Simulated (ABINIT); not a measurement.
**MoS2 (P6_3/mmc): one start, several treatments of the self-energy**

Symmetry: P6_3/mmc, No. 194, hexagonal system. The conventional cell has a = 3.169 Å, b = 3.169 Å, c = 12.324 Å, α = 90.00°, β = 90.00°, γ = 120.00°. Mo has 6 S at 2.41 Å nearest. Nearest to S lie 3 Mo at 2.41 Å. Farther neighbours, and contacts between anions beyond the nearest, are not listed.

```
method                                   : RPA screening on PBE, plane waves, norm-conserving pseudopotentials (and 5 further levels or steps)
program                                  : ABINIT 10.8.3
settings                                 : cutoff 36 Ha, PseudoDojo scalar-relativistic 0.4.1 standard, norm-conserving, ngkpt (6, 6, 1), nband 254, ecuteps 5.6 Ha, inclvkb 2, shiftk (0, 0, 0), symchi 1, awtr 1, frequency ppm, 6×6×1 k-mesh
cost                                     : 9 runs, 18 min in all on 8 MPI ranks of AMD EPYC 7R43, shared host
notes                                    : The database entry behind the starting cell differs from other determinations of this structure. The program’s warnings: nproc spkpt=  >= nkpt= * nsppol=. The cell and positions come from the Crystallography Open Database and are kept as given unless a step says otherwise. Limits: no spin-orbit coupling. Static COHSEX lies above G0W0: it lacks the factor Z and overstates the Coulomb hole of the filled states. The 6×6×1 mesh is coarse for this cell, which bears on the long-range parts of exchange and screening.
G0W0, Godby-Needs plasmon pole           : 1.215 eV
G0W0, Hybertsen-Louie plasmon pole       : 1.211 eV
G0W0, von der Linden-Horsch plasmon pole : 1.237 eV
G0W0, Engel-Farid plasmon pole           : 1.248 eV
one-shot SEX                             : 0.758 eV
one-shot COHSEX                          : 1.509 eV
one-shot Hartree-Fock                    : 5.659 eV
known limits                             : short of the basis limit; no spin-orbit coupling; coarse k mesh
```

G0W0, Hybertsen-Louie plasmon pole: −0.004 eV against G0W0, Godby-Needs plasmon pole. G0W0, von der Linden-Horsch plasmon pole: +0.022 eV against G0W0, Godby-Needs plasmon pole.

[Long decimals in the printed logs are rounded to 6 places.]

[Logs are printed without paths, hosts, clocks, repeated set-up lines and the standing remarks that a program may print on its own settings, such as how far it seeks lower states.]

[Paths, hosts, dates, memory and timing lines, banners, echoed tables and standing remarks are left out of the program output; an Ansatz launch command may be rebuilt from the run's recorded settings. Measured values are a selection of at most five: reports struck by readers or far from the other reports are left out. None is set beside runs whose start may be inverted or whose files or cutoffs have a known fault.]

[Runs of the session that timed out or met a known fault of the program may be left out.]

[Hosts, paths, dates, database ids (printed as entryN), source tags and the programs' standing remarks are cut or masked in the printed files.]

[G0W0 gaps are taken among the corrected bands and points alone; a level outside them can change the order at an edge.]

[Where Ansatz stands beside ABINIT at settings called matched, ABINIT's density can come from a denser mesh and the files from another edition; pairs whose starting gaps differed by over 0.03 eV were left out, so agreement reads better than it is.]
